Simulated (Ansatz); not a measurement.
**B4C3 (built on the sites of a database entry of Al4C3): from the cell to its phonons**

The cell of B4C3 (built on the sites of a database entry of Al4C3) is at rest. What are its phonons?

Program: Ansatz 0.2.0. Level of theory: DFT r2SCAN, scalar-relativistic, plane waves, PAW. Results are calculated unless marked as measured.

The structure was built from a prototype and need not be the compound's stable phase.

### Step 1. Starting point

Symmetry: R-3m, No. 166, trigonal system. The conventional cell has a = 2.703 Å, b = 2.703 Å, c = 21.127 Å, α = 90.00°, β = 90.00°, γ = 120.00°. B has 3 C at 1.59 Å nearest. Nearest to B lie 4 C at 1.59 to 1.74 Å. Nearest to C lie 4 B at 1.59 Å. Nearest to C lie 6 B at 1.74 Å. Farther neighbours are not listed.

### Step 2. Modes at Γ

The cell comes from relaxations at this level that are not shown. The zone centre is the only wavevector solved here; it holds the modes that light can see, as far as symmetry allows. The response to a homogeneous field gives the Born charges and the dielectric tensor.

File input.yaml:

```yaml
crystal:
  lattice:
    - [1.3514827932, 0.7802789544, 7.0423678166]
    - [-1.3514827932, 0.7802789544, 7.0423678166]
    - [0.0, -1.5605579089, 7.0423678166]
  atoms:
    - { symbol: B, position: [0.1273866712, 0.1273866712, 0.1273866712] }
    - { symbol: B, position: [0.8726133288, 0.8726133288, 0.8726133288] }
    - { symbol: B, position: [0.2965560781, 0.2965560781, 0.2965560781] }
    - { symbol: B, position: [0.7034439219, 0.7034439219, 0.7034439219] }
    - { symbol: C, position: [0.2211704883, 0.2211704883, 0.2211704883] }
    - { symbol: C, position: [0.7788295117, 0.7788295117, 0.7788295117] }
    - { symbol: C, position: [0.0, 0.0, 0.0] }
kpoints:
  mp_grid: { grid: [9, 9, 9] }
hamiltonian:
  xc: r2scan
scf:
  occupations: { method: fixed }
output:
  eigenvalues: true
phonons:
  method: dfpt
  dielectric: true
  rigid_motions: translations
```

Command:

```sh
$ ansatz run input.yaml --threads 8 --pin off --max-ram 14336MiB --backend cpu --events-out ev --progress --plain --runs-dir out
```

Numbers of over 12 decimals in the logs are rounded to 6 here.

The log of the run:

```text
Engine: ansatz 0.2.0, x86_64-unknown-linux-gnu
Pseudopotentials: kind: paw
Pseudopotential: B, paw, valence charge 3, recommended cutoff 500 eV (meta_gga), B.paw.azcp
Pseudopotential: C, paw, valence charge 4, recommended cutoff 500 eV (meta_gga), C.paw.azcp
Functional definition: r2SCAN
  parameter k0 = 0.174
  parameter k1 = 0.065
  parameter a1 = 4.9479
  exchange = r2scan_x(k0 = k0, k1 = k1, a1 = a1)
  correlation = r2scan_c
Crystal: 7 atoms, lattice volume = 44.558 Å³
Basis set: ecut = 500 eV, 1117 PW (Γ), exchange–correlation on 270×270×270 points (125 copies of the dense FFT grid, shifted against one another)
Bands: 19, of which v1, the nominal top of the filled ones, is band 12 counted from 1 (11 counted from 0)
Symmetry: 12 space group operations
k-points: 205 of 729 (irreducible under 2 space group operations, time reversal used)
Non-local potential: B, projectors of the file, l = 0: 2, l = 1: 2, l = 2: 1
Non-local potential: C, projectors of the file, l = 0: 2, l = 1: 2, l = 2: 1
PAW form: soft (Blöchl's): semilocal exchange-correlation on the pseudo side does not see the compensation charge
PAW frozen core: B, regenerated for the run's functional (the file was generated under x = pbe(κ = 0.804, μ = 0.219515), c = pbe(β = 0.066725))
PAW frozen core: C, regenerated for the run's functional (the file was generated under x = pbe(κ = 0.804, μ = 0.219515), c = pbe(β = 0.066725))
PAW one-centre angular grid: B, 302 points (default); XC on 160 Gauss nodes
PAW one-centre angular grid: C, 302 points (default); XC on 239 of its mesh's 2573 points in the sphere
Initial density: superposition of atomic densities (neutral atoms: chi_scale 0, normalization atom), corrected by the library's trained network
Initial wavefunctions: pseudopotential atomic-orbital guess
Functional: x = r2scan, c = r2scan; τ floored in thin density (d = 2e-4 eV/Å³)
SCF iter   1: F=—  HF=-1379.146868 eV  |F-HF|=—  |Δ(HF+E_count)|=         —  Δρ=1.62e-2  dr2=1.68e-1  dr2_τ=1.10e0  ethr=1.77e-3  ⟨swp⟩=5.2  Hψ=18039  notcnv=0  defer=999
preconditioner: auto → none  [insulator: Δε(μ)=1.343 eV  Ē_g=14.543 eV  n_scr=4 (ndim 8)  ℏωp=27.3 eV  f_vac=0.000  ε∞_Penn≈4.5]
SCF iter   2: F=—  HF=-1379.357639 eV  |F-HF|=—  |Δ(HF+E_count)|=   2.11e-1  Δρ=8.28e-3  dr2=8.01e-2  dr2_τ=2.84e-3  ethr=7.01e-4  ⟨swp⟩=2.1  Hψ=8217  notcnv=0  defer=1003
SCF iter   3: F=—  HF=-1379.346118 eV  |F-HF|=—  |Δ(HF+E_count)|=   1.15e-2  Δρ=4.61e-3  dr2=1.63e-2  dr2_τ=5.30e-4  ethr=3.34e-4  ⟨swp⟩=2.2  Hψ=5160  notcnv=0  defer=1025
SCF iter   4: F=—  HF=-1379.343873 eV  |F-HF|=—  |Δ(HF+E_count)|=   2.24e-3  Δρ=2.29e-3  dr2=1.69e-3  dr2_τ=5.74e-5  ethr=6.81e-5  ⟨swp⟩=1.6  Hψ=5644  notcnv=0  defer=1025
SCF iter   5: F=—  HF=-1379.343906 eV  |F-HF|=—  |Δ(HF+E_count)|=   3.31e-5  Δρ=5.20e-4  dr2=7.28e-5  dr2_τ=3.66e-6  ethr=7.04e-6  ⟨swp⟩=2.4  Hψ=5144  notcnv=0  defer=1025
SCF iter   6: F=—  HF=-1379.343915 eV  |F-HF|=—  |Δ(HF+E_count)|=   8.63e-6  Δρ=8.72e-5  dr2=1.34e-6  dr2_τ=1.06e-7  ethr=3.03e-7  ⟨swp⟩=2.9  Hψ=5966  notcnv=0  defer=736
SCF iter   7: F=—  HF=-1379.343946 eV  |F-HF|=—  |Δ(HF+E_count)|=   3.04e-5  Δρ=1.97e-5  dr2=9.72e-8  dr2_τ=1.29e-8  ethr=5.59e-9  ⟨swp⟩=2.1  Hψ=5781  notcnv=0  defer=549
SCF iter   8: F=—  HF=-1379.343946 eV  |F-HF|=—  |Δ(HF+E_count)|=   3.97e-8  Δρ=3.49e-6  dr2=1.88e-9  dr2_τ=2.30e-10  ethr=4.05e-10  ⟨swp⟩=2.0  Hψ=5900  notcnv=0  defer=549
SCF iter   9: F=—  HF=-1379.343946 eV  |F-HF|=—  |Δ(HF+E_count)|=   1.49e-9  Δρ=1.08e-6  dr2=1.56e-10  dr2_τ=1.25e-11  ethr=7.81e-12  ⟨swp⟩=2.3  Hψ=5689  notcnv=0  defer=550
SCF iter  10: F=-1379.343946 eV  HF=-1379.343946 eV  |F-HF|=2.27e-13  |Δ(HF+E_count)|=  1.97e-10  Δρ=7.25e-8  dr2=1.54e-12  dr2_τ=7.82e-14  ethr=1.00e-12  ⟨swp⟩=12.1  Hψ=22449  notcnv=0
SCF 1 converged in 10 iterations: F = -1379.343946 eV  dr2 = 1.54e-12
[...]
NSCF: frozen V_eff on 10 k-points
[...]
WARN: field response: ε∞ stands inside a basis, on 10×10×10 points; the force constants stand on the 9×9×9 k-mesh, whose period is 13.82 times the interband length at k = (0.0000, 0.1111, 0.1111), direct gap 3.415 eV, under 14: take them and everything formed from them as unconverged, and compare with a denser kpoints.mp_grid
SCF converged after 10 iterations
Free energy (F): -1379.343946 eV
Harris-Foulkes:  -1379.343946 eV  (|F-HF|=2.27e-13)
Internal energy: -1379.343946 eV  (E = F + TS)
E sigma→0 (E₀):  -1379.343946 eV
Fermi energy:    12.038097 eV
--- Per-component energies (eV) ---
  E_band       = 81.785980
  E_kinetic    = 471.911815
  E_local      = -280.468369  (includes V_loc(G=0)·N_el)
  E_nonlocal   = 124.704239
  E_hartree    = 71.659832
  E_xc         = -270.153518
  E_vxc        = -365.055307  (∫ρ·V_xc dr)
  E_paw        = -622.470243  (= ΣΔE_a)
  E_vpaw       = -31.171990  (= ΣTr[D̂ρ^β])
  E_aug_tail   = 0.000009  (compensation charges beyond the density's cutoff)
  E_vtau       = 18.545920  (kinetic-family band-sum trace: ∫τ·v_τ [+ j·A + Jᵃ·Aᵃ] dr)
  E_ewald      = -874.379621
  E_core_change = -0.148089  (= ΣΔE_core)
  E_smearing   = -0.000000  (= −TS)
  E_closure    = -0.000000  (closes the sum)
  Σ components = -1379.343946   (vs F -1379.343946, Δ=0.00e0)
--- Band table (eV; the first three rows and the last of 205) ---
  k-point 0: bands = [... 8 lower, 10.0260, 11.1530, 12.0381, 12.0381, 14.8939, 14.8939, 16.2392, 19.5648, ... 3 higher]
  k-point 1: bands = [... 8 lower, 9.5849, 10.8736, 10.9523, 11.6032, 14.9324, 15.7158, 16.4472, 19.2593, ... 3 higher]
  k-point 2: bands = [... 8 lower, 8.4470, 8.5372, 10.2632, 10.6914, 14.6927, 16.5723, 16.7866, 18.6090, ... 3 higher]
  k-point 204: bands = [... 8 lower, 9.4128, 10.0513, 10.4471, 11.1546, 15.1527, 16.0494, 17.4398, 19.3682, ... 3 higher]
--- Phonons (Γ-DFPT): 8 representative perturbations + reference, on 205 of 729 k-points (Σ response iterations 48) ---
  k mesh reduced under 2 symmetry operations, with k and −k counted as one. Each operation leaves every solved perturbation unchanged. A smaller set is not considered because the functional reads the kinetic-energy density
  ASR residual: 4.522e-4 → 0.000e0 eV/Å²; symmetrization residual: 8.624e-6 eV/Å²
  ASR residual per site (eV/Å²): 7.92e-5 7.92e-5 2.89e-5 2.89e-5 4.52e-4 4.52e-4 4.24e-4
  Γ frequencies (cm⁻¹): 0.00 0.00 0.00 150.98 150.98 302.39 302.39 324.30 347.56 347.56 465.89 465.89 565.17 792.49 823.68 898.47 1127.65 1127.65 1169.29 1170.58 1170.58
  ε∞ (high-frequency dielectric tensor):
        7.309304     0.000000     0.000000
        0.000000     7.309304    -0.000000
        0.000000    -0.000000     9.416635
  ε⁰ (static dielectric tensor: ions relaxed, cell fixed):
       40.223050     0.000000    -0.000000
        0.000000    40.223050     0.000000
       -0.000000     0.000000    25.010210
  ε⁰ − ε∞ (ionic part):
       32.913746     0.000000    -0.000000
        0.000000    32.913746     0.000000
       -0.000000     0.000000    15.593574
  softest optical mode at Γ: 150.98 cm⁻¹; the repairs (sum rule, projections) moved no ω² at Γ by more than (3.85 cm⁻¹)²
  Born effective charges Z* (e; rows j = field, columns β = displacement):
    site 0:
         1.48786    0.00000   -0.00000
         0.00000    1.48786   -0.00000
        -0.00000   -0.00000    2.46206
    site 1:
         1.48786    0.00000   -0.00000
         0.00000    1.48786   -0.00000
[...]
site 2:
[...]
site 3:
[...]
site 4:
[...]
site 5:
[...]
site 6:
[...]
Z* charge neutrality: 2.308e-2 e pre-enforcement
  solved inside a basis spanned on kpoints, on 10×10×10 k-points, its susceptibility summed on 16×16×16: ε∞ is read to err by 4.7e-2, Z* by 3.9e-2 e (field_mesh: kpoints solves on kpoints); Z* is corrected for what the basis lacks
  optical modes at Γ without the LO–TO term, one row a degenerate level:
      ω (cm⁻¹)  modes    IR ((D/Å)²/amu)
[...]
optical modes at Γ + LO–TO along q̂ = [1.0000, 0.0000, 0.0000]:
      ω (cm⁻¹)  modes    IR ((D/Å)²/amu)
[...]
optical modes at Γ + LO–TO along q̂ = [0.0000, 1.0000, 0.0000]:
      ω (cm⁻¹)  modes    IR ((D/Å)²/amu)
[...]
optical modes at Γ + LO–TO along q̂ = [0.0000, 0.0000, 1.0000]:
      ω (cm⁻¹)  modes    IR ((D/Å)²/amu)
[...]
897.10      1             0.2851
       1098.71      1           131.4943
       1127.65      2            46.5325
       1169.29      1             0.0000
       1170.58      2             0.0000
```

Wall time 4.9 min (8 threads of Intel Xeon Platinum 8488C (Sapphire Rapids), shared host); peak memory 5.2 GiB; 36 min of CPU time.

This step gave:

* gap on the k-mesh: 1.119 eV
* volume per atom: 6.365 Å³
* sum-rule residual before enforcement: 4.52e-4 eV/Å²
* miss of the charge sum rule: 0.02308 e
* estimated error of the dielectric tensor: 0.04658
* estimated error of the Born charges: 0.03908 e
* point group: -3m
* highest optical mode at the zone centre (no LO-TO term): 1171 cm⁻¹
* lowest optical zone-centre mode: 151.0 cm⁻¹
* mean high-frequency dielectric constant: 8.012
* largest Born charge (third of the trace): -3.928 e
* mean static dielectric constant: 35.15
* top of the zone-centre spectrum with the field: 1221 cm⁻¹

Without the LO-TO term. Patterns of degenerate modes are one choice out of their space. Modes at Γ, with each element's share of the kinetic energy:

```
mode  frequency (cm⁻¹)  symmetry  B %  C %
   1               0.0  acoustic   55   45
   2               0.0  acoustic   55   45
   3               0.0  acoustic   55   45
   4             151.0        Eg   46   54
   5             151.0        Eg   46   54
   6             302.4        Eu   76   24
   7             302.4        Eu   76   24
   8             324.3       A1g   88   12
   9             347.6        Eu   17   83
  10             347.6        Eu   17   83
  11             465.9        Eg   99    1
  12             465.9        Eg   99    1
  13             565.2       A2u   50   50
  14             792.5       A2u   59   41
  15             823.7       A1g   61   39
  16             898.5       A2u   36   64
  17            1127.7        Eu   52   48
  18            1127.7        Eu   52   48
  19            1169.3       A1g   51   49
  20            1170.6        Eg   55   45
  21            1170.6        Eg   55   45
```

Displacements in mode 4 (151.0 cm⁻¹), the largest set to 1:
```
B1  -0.14 -0.94  0.00
B2   0.14  0.94  0.00
B3   0.04  0.24  0.00
B4  -0.04 -0.24  0.00
C5   0.15  1.00  0.00
C6  -0.15 -1.00  0.00
C7   0.00  0.00  0.00
```

Displacements in mode 6 (302.4 cm⁻¹), the largest set to 1:
```
B1   0.01 -0.30  0.00
B2   0.01 -0.30  0.00
B3  -0.03  1.00  0.00
B4  -0.03  1.00  0.00
C5   0.01 -0.29  0.00
C6   0.01 -0.29  0.00
C7   0.02 -0.68  0.00
```

Optical modes at the zone centre, without and with the macroscopic field of the longitudinal modes; each column is sorted by frequency, so a row need not hold one and the same mode. Modes with and without the field, by row:

```
rank among optical modes  no field (cm⁻¹)  q along (1, 0, 0) (cm⁻¹)  q along (0, 0, 1) (cm⁻¹)
                       1              151                       151                       151
                       2              151                       151                       151
                       3            302.4                     302.4                     302.4
                       4            302.4                     324.3                     302.4
                       5            324.3                       338                     324.3
                       6            347.6                     347.6                     347.6
                       7            347.6                     465.9                     347.6
                       8            465.9                     465.9                     465.9
                       9            465.9                     565.2                     465.9
                      10            565.2                     673.8                     665.4
                      11            792.5                     792.5                     823.7
                      12            823.7                     823.7                     897.1
                      13            898.5                     898.5                      1099
                      14             1128                      1128                      1128
                      15             1128                      1169                      1128
                      16             1169                      1171                      1169
                      17             1171                      1171                      1171
                      18             1171                      1221                      1171
```

Born charge (rows field, columns displacement) (e), principal values of the symmetric part by kind of site:

```
atom  atoms with these values    low  middle   high   mean
  B1                        2   1.49    1.49   2.46   1.81
  B3                        2   2.57    2.57   2.93   2.69
  C5                        2  -3.85   -1.89  -1.89  -2.54
  C7                        1  -4.35   -4.35  -3.08  -3.93
```

In full for C7:

```
-4.35  0.00  0.00
 0.00 -4.35  0.00
 0.00  0.00 -3.08
```

High-frequency dielectric tensor:

```
7.31 0.00 0.00
0.00 7.31 0.00
0.00 0.00 9.42
```

Static dielectric tensor (ions relaxed, fixed cell):

```
40.22  0.00  0.00
 0.00 40.22  0.00
 0.00  0.00 25.01
```

Transverse modes. Infrared lines, with heights relative to the strongest:

```
position (cm⁻¹)  relative intensity
            151                 0.0
            302                 100
            324                 0.0
            348                  26
            466                 0.0
            565                  68
            792                  66
            824                 0.0
            898                 0.8
           1128                  46
           1169                 0.0
           1171                 0.0
```

Before it was imposed, the acoustic sum rule was missed by 4.5e-4 eV/Å² and the charge sum rule by 0.023 e. Small misses are needed for a sound result but don't prove that mesh and cutoff are converged. The lowest optical mode is real, 151 cm⁻¹.

The log warns of the k mesh: “the force constants stand on the 9×9×9 k-mesh, whose period is 13.82 times the interband length at k = (0.0000, 0.1111, 0.1111), direct gap 3.415 eV, under 14: take them and everything formed from them as unconverged”.

### Step 3. Another isotope, element B, natural mass 10.81 amu

An isotope changes the mass and not the force constants, so no new electronic calculation is needed; the shifts show which modes move this element.

The same force constants with the mass of B changed from 10.810 to 10.013 u (phonopy, no LO-TO term). Both lists are sorted by frequency; levels can cross, so a row need not hold one and the same mode. Modes under 3 cm⁻¹ are left out. Isotope shifts, by row:

```
    q  rank  natural mass (cm⁻¹)  changed mass (cm⁻¹)
0 0 0     4                  151                153.6
0 0 0     5                  151                153.6
0 0 0     6                302.4                311.1
0 0 0     7                302.4                311.1
0 0 0     8                324.3                335.4
0 0 0     9                347.6                350.1
0 0 0    10                347.6                350.1
0 0 0    11                465.9                483.9
0 0 0    12                465.9                483.9
0 0 0    13                565.2                576.1
0 0 0    14                792.5                809.3
0 0 0    15                823.7                842.6
0 0 0    16                898.5                912.9
0 0 0    17                 1128                 1151
0 0 0    18                 1128                 1151
0 0 0    19                 1169                 1193
0 0 0    20                 1171                 1196
0 0 0    21                 1171                 1196
```

A mode of this element alone would shift by +3.90 %. The highest zone-centre frequency without the field goes from 1170.6 to 1196.0 cm⁻¹ (+2.2 %). The product of the frequency ratios over all optical modes at Γ is 1.489; the product rule, (m/m′)^(3k/2) (M′/M)^(3/2) with k = 4 such atoms and M the mass of the cell, gives 1.489.

### Step 4. Isotope substitution, element C, natural mass 12.011 amu

The same for C, from 12.01 to 13.00 u.

A mode of this element alone would shift by -3.89 %. The highest zone-centre frequency without the field goes from 1170.6 to 1150.4 cm⁻¹ (-1.7 %). The product of the frequency ratios over all optical modes at Γ is 0.739; the product rule, (m/m′)^(3k/2) (M′/M)^(3/2) with k = 3 such atoms and M the mass of the cell, gives 0.739.

### Step 5. Summary of results

* space group (within 0.01 Å): R-3m
* volume per atom: 6.37 Å³
* gap on the k-mesh: 1.12 eV
* highest optical mode at the zone centre (no LO-TO term): 1171 cm⁻¹
* top of the zone-centre spectrum with the field: 1221 cm⁻¹
* lowest optical zone-centre mode: 151 cm⁻¹
* mean high-frequency dielectric constant: 8.01
* mean static dielectric constant: 35.2
* largest Born charge (third of the trace): -3.93 e
* imaginary modes at Γ (the only wavevector solved): none

In words: The structure is stable against zone-centre distortions, since no mode there is imaginary; other wavevectors were not solved, so zone-boundary instabilities are untested. Without the field, the optical modes at Γ span 151 to 1171 cm⁻¹. No dispersion was computed. With the macroscopic field of the longitudinal modes the top of the zone-centre spectrum lies at 1221 cm⁻¹, against 1171 cm⁻¹ without it. Lattice motion raises the mean dielectric constant from 8.012 to 35.15. The strongest infrared line is at 302 cm⁻¹. With the field response the log warns that the k mesh is coarse for the force constants too, so the frequencies may not be converged. The starting cell was built on a prototype and not taken from a measurement, so the phase need not exist. These are harmonic frequencies at zero temperature: anharmonic shifts, linewidths and thermal expansion are left out.

[Logs are printed without paths, hosts, clocks, repeated set-up lines and the standing remarks that a program may print on its own settings, such as how far it seeks lower states.]

[Hosts, paths, dates, database ids (printed as entryN), source tags and the programs' standing remarks are cut or masked in the printed files.]
